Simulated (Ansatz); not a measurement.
Consider ReI2 (1T sheet).

The cell holds 3 atoms: 1 Re and 2 I. Cell: a = 3.997 Å, b = 3.997 Å, c = 30.818 Å, α = 90.0°, β = 90.0°, γ = 120.0°. Vacuum lies along c.

```
Re I
1.0
     0.00000    2.82620    2.82620
     2.82620   -2.82620    0.00000
    17.79296   17.79296  -17.79296
Re I
1 2
Direct
  0.00000 0.00000 0.31652
  0.33333 0.66667 0.36067
  0.66667 0.33333 0.27237
```

The structure was relaxed with LDA. The structure was generated from a model, not taken from a measurement. The runs that relaxed it are not among those shown. The program's search for lower electronic states was switched off, so nothing shows that the state found is the lowest. Spin-orbit coupling is left out unless a run names it. PAW set soft_2, made with PBE.

A constrained-RPA run (Ansatz 0.2.0; non-magnetic LDA; Re t2g + anion p, bands v9 to v1, 6×6×1 mesh, medium accuracy) builds 9 functions on bands 7.4 eV wide, with 17.0 electrons in the window. The bare on-site interaction is 11.6 eV and the bare J 0.45 eV.

Q: Estimate U, U′ and J.

On the Re t2g shell, U = 2.80 eV (24 % of the bare value), U′ = 2.16 eV, J = 0.30 eV.

The parent state is non-magnetic and the interaction static (zero frequency); U depends on the window and the orbitals, so it belongs to this model alone. Spin-orbit coupling, which is strong for atoms this heavy, is left out. A window that holds the anion p bands defines a model with explicit ligands; its U belongs to that model and is not the U of DFT+U.

[Paths, hosts, dates, memory and timing lines, banners, echoed tables and standing remarks are left out of the program output.]

[Logs are printed without paths, hosts, clocks, repeated set-up lines and the standing remarks that a program may print on its own settings, such as how far it seeks lower states.]

[Runs of the session that timed out or met a known fault of the program may be left out.]

[Hosts, paths, dates, database ids (printed as entryN), source tags and the programs' standing remarks are cut or masked in the printed files.]
